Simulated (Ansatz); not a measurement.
# BaPbO3 (model cell, started as cubic perovskite with Pb in the octahedra): from the cell to its phonons, part 2 of 3

Wanted: phonon frequencies of BaPbO3 (model cell, started as cubic perovskite with Pb in the octahedra) and what follows from them.

Ansatz 0.2.0; DFT PBEsol, scalar-relativistic, plane waves, PAW; PAW set soft_1.

So far: The starting structure; Relaxation. The relaxed cell has a = 4.282 Å (conventional setting).

The structure was built from a prototype and need not be the compound's stable phase.

### 3. Relaxing to small forces for the phonons

Phonons need a cell at rest on their own settings, so the relaxation is repeated with tight tolerances on forces and stress, using the mesh and the filling of the phonon run that follows.

Input file input.yaml:

```yaml
crystal:
  lattice:
    - [4.2818540411, 0.0, 0.0]
    - [0.0, 4.2818540411, 0.0]
    - [0.0, 0.0, 4.2818540411]
  atoms:
    - { symbol: Ba, position: [0.0, 0.0, 0.0] }
    - { symbol: Pb, position: [0.5, 0.5, 0.5] }
    - { symbol: O, position: [0.5, 0.5, 0.0] }
    - { symbol: O, position: [0.5, 0.0, 0.5] }
    - { symbol: O, position: [0.0, 0.5, 0.5] }
kpoints:
  mp_grid: { grid: [8, 8, 8] }
hamiltonian:
  xc: pbesol
  pseudopotentials: { kind: paw, azcp: { folder: soft_1 }, xc_functional: pbe }
scf:
  occupations: { method: methfessel_paxton, width: 0.2 }
output:
  forces: true
  stress: true
  eigenvalues: true
  write_density: true
  write_potential: true
  elf: true
  volumetric_format: npy
relax:
  adjacent_minimum: "off"
  f_tol: 0.001
  max_steps: 60
  cell: { stress_tol: 0.01 }
```

On the command line:

```sh
ansatz run input.yaml --threads 4 --pin off --max-ram 16384MiB --backend cpu --events-out ev --progress --plain --runs-dir out
```

Numbers of over 12 decimals in the logs are rounded to 6 here.

Log:

```text
[...]
Crystal: 5 atoms, lattice volume = 78.505 Å³
Basis set: ecut = 420 eV, 1551 PW (Γ), exchange–correlation on 60×60×60 points (8 copies of the dense FFT grid, shifted against one another)
Bands: 26, of which v1, the nominal top of the filled ones, is band 21 counted from 1 (20 counted from 0)
Symmetry: 48 space group operations
[...]
k-points: 35 of 512
[...]
--- Relaxed structure (3 steps of the walk, 3 accepted, 1 SCFs on fresh bases) ---
[...]
cell:  # Å, volume = 78.4608 Å³
    - [4.281055, 0, 0]
    - [0, 4.281055, 0]
    - [0, 0, 4.281055]
  atoms:
    - { symbol: Ba, position: [0, 0, 0] }
    - { symbol: Pb, position: [0.5, 0.5, 0.5] }
    - { symbol: O, position: [0.5, 0.5, 0] }
    - { symbol: O, position: [0.5, 0, 0.5] }
    - { symbol: O, position: [0, 0.5, 0.5] }
[key lines of the parts left out:]
SCF converged after 6 iterations
Free energy (F): -19303.498121 eV
Fermi energy:    9.134061 eV
P = ⅓ Tr σ = -0.0020 GPa (-0.020 kbar)
```

Wall time 6.1 s (4 threads of Arm Neoverse V1, shared host); peak memory 0.44 GiB.

Little changed from the start: no atom moved by 0.005 Å and no cell edge by 0.1 %.

Numbers from this step:

| Item | Value |
| --- | --- |
| pressure | -0.001996 GPa |
| volume per atom | 15.69 Å³ |

Electrostatic potential energy in the ac plane at fractional y = 0.500, with atoms of Pb and O within 0.2 Å of it. With pseudopotentials it is smooth inside the atoms' cores, unlike the true potential.

Ten even steps from '_' (-32 eV) to '@' (15 eV), each cell a mean:
```
@@@@@@@@@@==..__..##@@@@@@@@
@@@@@@@@@@##==--++@@@@@@@@@@
@@@@@@@@@@%%%%##%%@@@@@@@@@@
@@@@@@@@%%**++==++##%%@@@@@@
**##@@%%**::____..==##@@@@##
..::####==____..__..++%%++..
____++##::__..::..__==##--__
__..**##--__....____++%%==..
--++%%%%++..______::**%%##==
@@@@@@@@%%++--::==**%%@@@@@@
@@@@@@@@@@%%######%%@@@@@@@@
@@@@@@@@@@%%**++##@@@@@@@@@@
@@@@@@@@@@++..__::##@@@@@@@@
@@@@@@@@@@--____..**@@@@@@@@
```
Columns run along a (4.3 Å; values clipped at the 3rd and 97th percentile), rows up along c (4.3 Å). Atoms in or near the plane, at fractional coordinates: Pb at (0.50, 0.50), O at (0.50, 0.00), O at (0.00, 0.50).

ELF in the ac plane at fractional y = 0.500, with atoms of Pb and O within 0.2 Å of it. It is the smooth field of the valence electrons, not physical close to the nuclei.

Ten even steps from '_' (0.00) to '@' (0.83), each cell a mean:
```
____..==%%@@%%**%%@@##::____
______::++%%%%%%%%##==..____
--::____::====++==--..__..::
%%**--....::------::....==##
@@@@**::::----------::--##@@
%%@@##----::..__..----==%%%%
==##%%----..______----++%%**
##%%##----::____..----==%%%%
@@@@**::----::..::--::==%%@@
@@##==..::--------::..::++%%
++--......::------::..__::==
..____..==**##%%##**--____..
______--##@@%%##@@@@**::____
____..++@@@@##==%%@@%%--____
```
Columns run along a (4.3 Å), rows up along c (4.3 Å). Atoms in or near the plane, at fractional coordinates: Pb at (0.50, 0.50), O at (0.50, 0.00), O at (0.00, 0.50).

Valence density in the ac plane at fractional y = 0.500, with atoms of Pb and O within 0.2 Å of it. It is the smooth field of the valence electrons, not physical close to the nuclei.

Values in e/Å³, 14 rows by 14 columns, each cell a mean:
```
0.0 0.0 0.1 0.2 0.5 1.9 4.5 5.8 3.7 1.1 0.3 0.1 0.0 0.0
0.0 0.0 0.1 0.1 0.3 0.9 1.9 2.4 1.6 0.6 0.2 0.1 0.1 0.0
0.1 0.1 0.1 0.1 0.2 0.4 0.7 0.8 0.6 0.3 0.2 0.1 0.1 0.1
0.4 0.3 0.2 0.2 0.2 0.5 0.8 0.9 0.7 0.4 0.2 0.2 0.2 0.3
1.4 1.0 0.4 0.3 0.5 1.2 2.3 2.7 1.9 0.9 0.4 0.3 0.6 1.1
4.9 2.9 1.0 0.5 1.0 2.8 5.0 5.9 4.3 1.9 0.7 0.6 1.6 3.7
7.7 4.5 1.4 0.7 1.3 3.9 6.8 8.1 5.9 2.7 0.9 0.8 2.4 5.8
6.1 3.6 1.2 0.6 1.1 3.3 5.8 6.8 5.0 2.3 0.8 0.7 1.9 4.5
2.5 1.6 0.6 0.4 0.6 1.8 3.3 3.9 2.8 1.2 0.5 0.4 0.9 1.9
0.6 0.4 0.3 0.2 0.3 0.6 1.1 1.3 1.0 0.5 0.2 0.2 0.3 0.5
0.2 0.1 0.1 0.1 0.2 0.4 0.6 0.7 0.5 0.3 0.2 0.1 0.1 0.2
0.1 0.1 0.1 0.1 0.3 0.6 1.2 1.4 1.0 0.4 0.2 0.1 0.1 0.1
0.0 0.0 0.1 0.1 0.4 1.6 3.6 4.5 2.9 1.0 0.3 0.1 0.0 0.0
0.0 0.0 0.1 0.2 0.6 2.5 6.1 7.7 4.9 1.4 0.4 0.1 0.0 0.0
```
Columns run along a (4.3 Å), rows up along c (4.3 Å). Atoms in or near the plane, at fractional coordinates: Pb at (0.50, 0.50), O at (0.50, 0.00), O at (0.00, 0.50).

The forces vanish by symmetry and the pressure is -0.002 GPa, within the tolerances set. The cell now holds 15.69 Å³/atom.

### 4. Zone-centre response

The zone centre comes first: it holds the modes that light can see, as far as symmetry allows. No field response is asked, since the mesh shows no gap.

input.yaml, the sections that differ from step 3:

```yaml
crystal:
  lattice:
    - [4.2810551391, 0.0, 0.0]
    - [0.0, 4.2810551391, 0.0]
    - [0.0, 0.0, 4.2810551391]
  atoms:
    - { symbol: Ba, position: [0.0, 0.0, 0.0] }
    - { symbol: Pb, position: [0.5, 0.5, 0.5] }
    - { symbol: O, position: [0.5, 0.5, 0.0] }
    - { symbol: O, position: [0.5, 0.0, 0.5] }
    - { symbol: O, position: [0.0, 0.5, 0.5] }
output:
  eigenvalues: true
phonons:
  method: dfpt
# kpoints, hamiltonian, scf: as in step 3
# relax: removed
```

Log:

```text
zone centre: on kpoints.mp_grid the ground state, and the responses unless they are solved on pairs of k-points, stand on 125 of the mesh's 512 k-points, reduced under 8 symmetry operations, with k and −k counted as one. Each operation leaves every solved displacement unchanged or reverses it
[...]
Crystal: 5 atoms, lattice volume = 78.461 Å³
Basis set: ecut = 420 eV, 1551 PW (Γ), exchange–correlation on 60×60×60 points (8 copies of the dense FFT grid, shifted against one another)
Bands: 26, of which v1, the nominal top of the filled ones, is band 21 counted from 1 (20 counted from 0)
Symmetry: 48 space group operations
k-points: 125 of 512 (irreducible under 8 space group operations)
[...]
SCF iter   1: F=—  HF=-19304.939869 eV  |F-HF|=—  |Δ(HF+E_count)|=         —  Δρ=5.67e-2  dr2=3.60e0  ethr=3.10e-3  ⟨swp⟩=10.9  Hψ=21596  notcnv=0
[...]
SCF iter  11: F=-19303.498121 eV  HF=-19303.498121 eV  |F-HF|=0.00e0  |Δ(HF+E_count)|=  1.09e-11  S|Δr|=    0.00e0  Δρ=8.33e-8  dr2=3.34e-12  ethr=1.00e-12  ⟨swp⟩=19.5  Hψ=26008  notcnv=0
SCF 1 converged in 11 iterations: F = -19303.498121 eV  dr2 = 3.34e-12
[...]
DFPT response loops at Γ: preconditioner auto → Kerker (q_TF=auto, 2.458 Å⁻¹) (partly filled bands, converged f_vac=0.000); β = 1.00, the filter's whole step (`scf.mixing.beta` (0.50) is not read by the response loops under this deck's `scf.mixing.preconditioner`; to damp them name `kerker` or `kerker_dos`, under which they read `scf.mixing.beta`, and type it under 1.00, their step now; both keys bind the ground state too); Broyden in place of MSR1
SCF converged after 11 iterations
[...]
Free energy (F): -19303.498121 eV
[...]
Internal energy: -19303.509131 eV  (E = F + TS)
E sigma→0 (E₀):  -19303.500874 eV
Entropy (-TS):   0.011009 eV (2.202 meV/atom)
Fermi energy:    9.134061 eV
[...]
--- Band table (eV; the first three rows and the last of 125) ---
  k-point 0: bands = [... 17 lower, 8.1491, 8.1491, 8.5168, 8.5168, 8.5168, 13.8035, 13.8035, 15.5004, ... 1 higher]
  k-point 1: bands = [... 17 lower, 8.1202, 8.1202, 8.4848, 8.4848, 8.9871, 14.0243, 14.0326, 15.7892, ... 1 higher]
  k-point 2: bands = [... 17 lower, 8.0626, 8.0626, 8.4094, 8.4094, 10.3012, 14.5672, 14.6167, 16.2366, ... 1 higher]
  k-point 124: bands = [... 17 lower, 9.0651, 9.0651, 9.1352, 9.1352, 13.9135, 13.9135, 13.9135, 15.8999, ... 1 higher]
--- Phonons (Γ-DFPT): 4 representative perturbations + reference, on 125 of 512 k-points (Σ response iterations 13) ---
  k mesh reduced under 8 symmetry operations, with k and −k counted as one. Each operation leaves every solved displacement unchanged or reverses it
  ASR residual: 4.419e-5 → 0.000e0 eV/Å²; symmetrization residual: 1.465e-6 eV/Å²
  ASR residual per site (eV/Å²): 5.77e-6 1.04e-5 4.42e-5 4.42e-5 4.42e-5
  Γ frequencies (cm⁻¹): 0.00 0.00 0.00 44.04 44.04 44.04 83.25 83.25 83.25 130.94 130.94 130.94 564.34 564.34 564.34
  non-analytic LO–TO correction: not included (Born effective charges unavailable; polar crystals: no LO–TO splitting at Γ)
```

The job ended after 34 s (4 threads; peak memory 1.2 GiB; 2.1 min of CPU time).

Numbers from this step:

```yaml
sum_rule_residual_before_enforcement: 4.42e-5 eV/Å²
point_group: m-3m
highest_optical_mode_at_the_zone_centre_no_lo_to_term: 564.3 cm⁻¹
lowest_optical_zone_centre_mode: 44.04 cm⁻¹
```

Patterns of degenerate modes are one choice out of their space. Modes at Γ, with each element's share of the kinetic energy:

| mode | frequency (cm⁻¹) | symmetry | Ba % | Pb % | O % |
| --- | --- | --- | --- | --- | --- |
| 1 | 0.0 | acoustic | 35 | 53 | 12 |
| 2 | 0.0 | acoustic | 35 | 53 | 12 |
| 3 | 0.0 | acoustic | 35 | 53 | 12 |
| 4 | 44.0 | T1u | 46 | 6 | 48 |
| 5 | 44.0 | T1u | 46 | 6 | 48 |
| 6 | 44.0 | T1u | 46 | 6 | 48 |
| 7 | 83.2 | T2u | 0 | 0 | 100 |
| 8 | 83.2 | T2u | 0 | 0 | 100 |
| 9 | 83.2 | T2u | 0 | 0 | 100 |
| 10 | 130.9 | T1u | 19 | 37 | 44 |
| 11 | 130.9 | T1u | 19 | 37 | 44 |
| 12 | 130.9 | T1u | 19 | 37 | 44 |
| 13 | 564.3 | T1u | 0 | 4 | 96 |
| 14 | 564.3 | T1u | 0 | 4 | 96 |
| 15 | 564.3 | T1u | 0 | 4 | 96 |

Displacements in mode 4 (44.0 cm⁻¹), the largest set to 1:
```
Ba1  0.00  0.48  0.22
Pb2  0.00 -0.14 -0.06
O3   0.00 -1.00 -0.13
O4   0.00 -0.29 -0.45
O5   0.00 -1.00 -0.45
```

Displacements in mode 10 (130.9 cm⁻¹), the largest set to 1:
```
Ba1  0.00  0.07 -0.32
Pb2  0.00 -0.08  0.36
O3   0.00  0.23  0.07
O4   0.00 -0.02 -1.00
O5   0.00  0.23 -1.00
```

Before it was imposed, the acoustic sum rule was missed by 4.4e-5 eV/Å². Small misses are needed for a sound result but don't prove that mesh and cutoff are converged. The lowest optical mode is real, 44.0 cm⁻¹.

(Continued in part 3 of 3.)

[Logs are printed without paths, hosts, clocks, repeated set-up lines and the standing remarks that a program may print on its own settings, such as how far it seeks lower states.]

[Hosts, paths, dates, database ids (printed as entryN), source tags and the programs' standing remarks are cut or masked in the printed files.]
